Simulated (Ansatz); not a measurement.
## BiAs (model cell, started as layered BN type): the cell at rest

Wanted: the relaxed cell of BiAs (model cell, started as layered BN type).

Calculated with Ansatz 0.2.0; DFT PBEsol, scalar-relativistic, plane waves, PAW.

Report form: the programs' logs are mostly left out.

The structure was built from a prototype and need not be the compound's stable phase.

## 1. The starting structure

Symmetry: P6_3/mmc, No. 194, hexagonal system. Conventional cell: a = 4.908 Å, b = 4.908 Å, c = 7.084 Å, α = 90.00°, β = 90.00°, γ = 120.00°. Bi has 3 As at 2.83 Å nearest. Nearest to As lie 3 Bi at 2.83 Å. Farther neighbours are not listed.

## 2. A coarse first look

A quick single point on a coarse mesh tells whether the cell has a gap and how far it is from rest, which sets the k mesh and smearing that follow.

input.yaml

```yaml
crystal:
  lattice:
    - [4.90794, 0.0, 0.0]
    - [-2.45397, 4.2504, 0.0]
    - [0.0, 0.0, 7.084]
  atoms:
    - { symbol: Bi, position: [0.333333, 0.666667, 0.25] }
    - { symbol: Bi, position: [0.666667, 0.333333, 0.75] }
    - { symbol: As, position: [0.666667, 0.333333, 0.25] }
    - { symbol: As, position: [0.333333, 0.666667, 0.75] }
kpoints:
  mp_grid: { grid: [6, 6, 4] }
hamiltonian:
  xc: pbesol
scf:
  occupations: { method: gaussian, width: 0.1 }
output:
  forces: true
  stress: true
  eigenvalues: true
```

Command:

```
$ ansatz run input.yaml --threads 4 --pin off --max-ram 7168MiB --backend cpu --events-out ev --progress --plain --runs-dir out
```

It took 1.4 s on 4 threads of Arm Neoverse V2, shared host; peak memory 0.49 GiB; 5 s of CPU time.

This step gave:

```
pressure          : -2.678 GPa
volume per atom   : 36.94 Å³
gap on the k-mesh : 0 eV
```

The coarse mesh shows no gap and a pressure of -2.7 GPa.

## 3. Bringing the structure to rest, k-mesh 12×12×6

Harmonic phonons are second derivatives at a point where the forces vanish, and they are wanted at zero stress, so atoms and cell are relaxed first.

Changes to input.yaml since step 2:

```diff
@@ -11,3 +11,3 @@
 kpoints:
-  mp_grid: { grid: [6, 6, 4] }
+  mp_grid: { grid: [12, 12, 6] }
 hamiltonian:
@@ -20 +20,10 @@
   eigenvalues: true
+  write_density: true
+  write_potential: true
+  elf: true
+  volumetric_format: npy
+relax:
+  adjacent_minimum: "off"
+  f_tol: 0.005
+  max_steps: 80
+  cell: { stress_tol: 0.05 }
```

Wall time 38 s (4 threads); peak memory 0.69 GiB; 2.4 min of CPU time.

Step by step:

```
step  energy less that of the first step (eV)  largest force component (eV/Å)  pressure (GPa)  volume (Å³)
   1                                   0.0000                          0.0000           -2.88       147.78
   2                                  -0.3717                          0.0000           -2.13       140.35
   3                                  -0.6907                          0.0000           -1.51       135.25
   4                                  -0.8357                          0.0000            0.34       129.17
   5                                  -0.8374                          0.0000            0.04       129.90
   6                                  -0.8374                          0.0000            0.00       129.99
  7*                                  -0.8359                          0.0000            0.00       129.99
```

Relaxation steps marked * repeat the geometry before them on a plane-wave basis chosen anew for their cell, so energy and pressure can jump there.

Forces are held to the 24 operations that the run works with; a distortion that breaks them can't arise in this run.

```
     cell as run  before  after   change
           a (Å)   4.908  4.985   +1.6 %
           b (Å)   4.908  4.985   +1.6 %
           c (Å)   7.084  6.039  -14.7 %
volume (Å³/atom)   36.94  32.50  -12.0 %
```

The relaxed structure:

```xyz
4
Lattice="4.9853 0.0000 0.0000 -2.4927 4.3174 0.0000 0.0000 0.0000 6.0394" Properties=species:S:1:pos:R:3 pbc="T T T"
Bi    0.0000    2.8783    1.5098
Bi    2.4927    1.4391    4.5295
As    2.4927    1.4391    1.5098
As    0.0000    2.8783    4.5295
```

This step gave:

- pressure: -0.003131 GPa
- volume per atom: 32.50 Å³

ELF in the ac plane at fractional y = 0.333, with atoms of Bi and As within 0.2 Å of it. It is the smooth field of the valence electrons, not physical close to the nuclei.

Values, 16 rows by 14 columns, each cell a mean:
```
0.10 0.12 0.14 0.13 0.10 0.11 0.20 0.31 0.36 0.38 0.37 0.32 0.22 0.12
0.20 0.25 0.30 0.27 0.21 0.22 0.32 0.39 0.43 0.43 0.43 0.41 0.34 0.23
0.30 0.39 0.45 0.41 0.32 0.32 0.38 0.43 0.31 0.18 0.27 0.42 0.40 0.33
0.35 0.45 0.51 0.47 0.38 0.36 0.41 0.39 0.16 0.21 0.13 0.35 0.42 0.36
0.33 0.43 0.48 0.45 0.36 0.34 0.40 0.41 0.21 0.13 0.17 0.38 0.41 0.35
0.25 0.32 0.38 0.34 0.27 0.27 0.36 0.42 0.40 0.34 0.39 0.43 0.37 0.28
0.14 0.18 0.21 0.19 0.15 0.16 0.26 0.35 0.40 0.41 0.40 0.36 0.28 0.17
0.07 0.09 0.10 0.09 0.08 0.09 0.17 0.29 0.38 0.41 0.39 0.31 0.20 0.10
0.09 0.10 0.11 0.10 0.09 0.13 0.27 0.44 0.56 0.60 0.57 0.47 0.31 0.15
0.18 0.19 0.21 0.20 0.18 0.27 0.48 0.62 0.66 0.65 0.66 0.63 0.52 0.31
0.27 0.28 0.31 0.29 0.27 0.40 0.60 0.64 0.53 0.40 0.49 0.63 0.62 0.45
0.32 0.33 0.36 0.34 0.32 0.47 0.63 0.62 0.34 0.25 0.29 0.57 0.65 0.52
0.30 0.31 0.34 0.32 0.30 0.44 0.62 0.63 0.42 0.26 0.36 0.60 0.64 0.49
0.23 0.24 0.27 0.25 0.23 0.34 0.55 0.64 0.63 0.57 0.61 0.65 0.59 0.39
0.13 0.13 0.15 0.14 0.13 0.19 0.37 0.55 0.64 0.66 0.65 0.58 0.42 0.22
0.07 0.08 0.09 0.08 0.07 0.10 0.19 0.32 0.44 0.49 0.46 0.36 0.22 0.11
```
Columns run along a (5.0 Å), rows up along c (6.0 Å). Atoms in or near the plane, at fractional coordinates: Bi at (0.67, 0.75), As at (0.67, 0.25).

Electrostatic potential energy in the ac plane at fractional y = 0.333, with atoms of Bi and As within 0.2 Å of it. With pseudopotentials it is smooth inside the atoms' cores, unlike the true potential.

Ten even steps from '_' (-71 eV) to '@' (12 eV), each cell a mean:
```
@@@@@@@@@@@@@@@@@@%%@@@@@@@@
@@@@@@@@@@@@@@%%**++**%%@@@@
@@@@@@@@@@@@%%**..__..++%%@@
@@@@@@@@@@@@%%==______--##@@
@@@@@@@@@@@@%%++______--##@@
@@@@@@@@@@@@@@##==::--**%%@@
@@@@@@@@@@@@@@@@%%##%%%%@@@@
@@@@@@@@@@@@@@@@@@@@@@@@@@@@
@@@@@@@@@@@@@@@@@@@@@@@@@@@@
@@@@@@@@@@@@@@@@%%##%%%%@@@@
@@@@@@@@@@@@@@##%%@@%%##@@@@
@@@@@@@@@@@@%%##@@@@@@##%%@@
@@@@@@@@@@@@@@##%%@@@@##%%@@
@@@@@@@@@@@@@@%%######%%@@@@
@@@@@@@@@@@@@@@@%%%%%%@@@@@@
@@@@@@@@@@@@@@@@@@@@@@@@@@@@
```
Columns run along a (5.0 Å; values clipped at the 3rd and 97th percentile), rows up along c (6.0 Å). Atoms in or near the plane, at fractional coordinates: Bi at (0.67, 0.75), As at (0.67, 0.25).

Valence density in the ac plane at fractional y = 0.333, with atoms of Bi and As within 0.2 Å of it. It is the smooth field of the valence electrons, not physical close to the nuclei.

Values in e/Å³, 16 rows by 14 columns, each cell a mean:
```
 0  0  0  0  0  0  0  0  0  0  0  0  0  0
 0  0  0  0  0  0  0  0  1  1  1  1  0  0
 0  0  0  0  0  0  0  1  3  5  4  2  0  0
 0  0  0  0  0  0  1  2  5  7  6  3  1  0
 0  0  0  0  0  0  0  2  5  6  5  2  1  0
 0  0  0  0  0  0  0  1  2  3  2  1  0  0
 0  0  0  0  0  0  0  0  1  1  1  0  0  0
 0  0  0  0  0  0  0  0  0  0  0  0  0  0
 0  0  0  0  0  0  0  0  0  0  0  0  0  0
 0  0  0  0  0  0  0  0  1  1  1  0  0  0
 0  0  0  0  0  0  0  1  3  8  5  1  0  0
 0  0  0  0  0  0  0  2 10 25 14  2  0  0
 0  0  0  0  0  0  0  1  7 17  9  2  0  0
 0  0  0  0  0  0  0  0  1  3  2  1  0  0
 0  0  0  0  0  0  0  0  0  0  0  0  0  0
 0  0  0  0  0  0  0  0  0  0  0  0  0  0
```
Columns run along a (5.0 Å), rows up along c (6.0 Å). Atoms in or near the plane, at fractional coordinates: Bi at (0.67, 0.75), As at (0.67, 0.25).

In this step the volume went from 36.94 to 32.50 Å³/atom.

## 4. Relaxation, k-mesh 12×12×8

The relaxation is repeated from its end, on the mesh and smearing that suit the cell and gap now reached.

input.yaml, the sections that differ from step 3:

```yaml
crystal:
  lattice:
    - [4.9853134204, 0.0, 0.0]
    - [-2.4926567102, 4.3174080679, 0.0]
    - [0.0, 0.0, 6.0393646641]
  atoms:
    - { symbol: Bi, position: [0.3333333333, 0.6666666667, 0.25] }
    - { symbol: Bi, position: [0.6666666667, 0.3333333333, 0.75] }
    - { symbol: As, position: [0.6666666667, 0.3333333333, 0.25] }
    - { symbol: As, position: [0.3333333333, 0.6666666667, 0.75] }
kpoints:
  mp_grid: { grid: [12, 12, 8] }
output:
  forces: true
  stress: true
  eigenvalues: true
# hamiltonian, scf, relax: as in step 3
```

It took 19 s on 4 threads; peak memory 0.68 GiB; 76 s of CPU time.

Step by step:

```
step  energy less that of the first step (eV)  largest force component (eV/Å)  pressure (GPa)  volume (Å³)
   1                                   0.0000                          0.0000            0.00       129.99
   2                                  -0.0002                          0.0000            0.00       129.99
   3                                  -0.0002                          0.0000            0.00       130.00
  4*                                  -0.0002                          0.0000            0.00       130.00
```

Relaxation steps marked * repeat the geometry before them on a plane-wave basis chosen anew for their cell, so energy and pressure can jump there.

Forces are held to the 24 operations that the run works with; a distortion that breaks them can't arise in this run.

```
conventional cell, symmetrised  before  after  change
                         a (Å)   4.985  4.981  -0.1 %
                         b (Å)   4.985  4.981  -0.1 %
                         c (Å)   6.039  6.049  +0.2 %
              volume (Å³/atom)   32.50  32.50  +0.0 %
```

Numbers from this step:

* pressure: -0.001302 GPa

In this step the volume went from 32.50 to 32.50 Å³/atom.

## 5. Tight relaxation

Phonons need a cell at rest on their own settings, so the relaxation is repeated with tight tolerances on forces and stress on the k mesh and occupations of the first response run.

input.yaml

```yaml
crystal:
  lattice:
    - [4.981434971, 0.0, 0.0]
    - [-2.4907174855, 4.3140492322, 0.0]
    - [0.0, 0.0, 6.0494552222]
  atoms:
    - { symbol: Bi, position: [0.3333333333, 0.6666666667, 0.25] }
    - { symbol: Bi, position: [0.6666666667, 0.3333333333, 0.75] }
    - { symbol: As, position: [0.6666666667, 0.3333333333, 0.25] }
    - { symbol: As, position: [0.3333333333, 0.6666666667, 0.75] }
kpoints:
  mp_grid: { grid: [12, 12, 8] }
hamiltonian:
  xc: pbesol
scf:
  occupations: { method: methfessel_paxton, width: 0.2 }
output:
  forces: true
  stress: true
  eigenvalues: true
relax:
  adjacent_minimum: "off"
  f_tol: 0.001
  max_steps: 60
  cell: { stress_tol: 0.01 }
```

It took 20 s on 4 threads; peak memory 0.68 GiB; 77 s of CPU time.

Little changed from the start: no atom moved by 0.005 Å and no cell edge by 0.1 %.

This step gave:

- pressure: -0.001133 GPa
- volume per atom: 32.49 Å³

The forces vanish by symmetry and the pressure is -0.001 GPa, within the tolerances set. The cell now holds 32.49 Å³/atom.

## 6. Outcome

| Quantity | Value |
| --- | --- |
| space group after relaxation (within 0.01 Å) | P6_3/mmc |
| lattice constant a | 4.982 Å |
| lattice constant b | 4.982 Å |
| lattice constant c | 6.046 Å |
| volume per atom | 32.5 Å³ |

What this shows: The forces vanish by symmetry and the pressure is -0.001 GPa, within the tolerances set. The cell now holds 32.49 Å³/atom. The relaxation keeps the symmetry of its start, so it says nothing on stability against lower symmetry. Spin-orbit coupling is left out, which can matter for the heavy elements here. The starting cell was built on a prototype and not taken from a measurement, so the phase need not exist.

[Logs are printed without paths, hosts, clocks, repeated set-up lines and the standing remarks that a program may print on its own settings, such as how far it seeks lower states.]

[Hosts, paths, dates, database ids (printed as entryN), source tags and the programs' standing remarks are cut or masked in the printed files.]
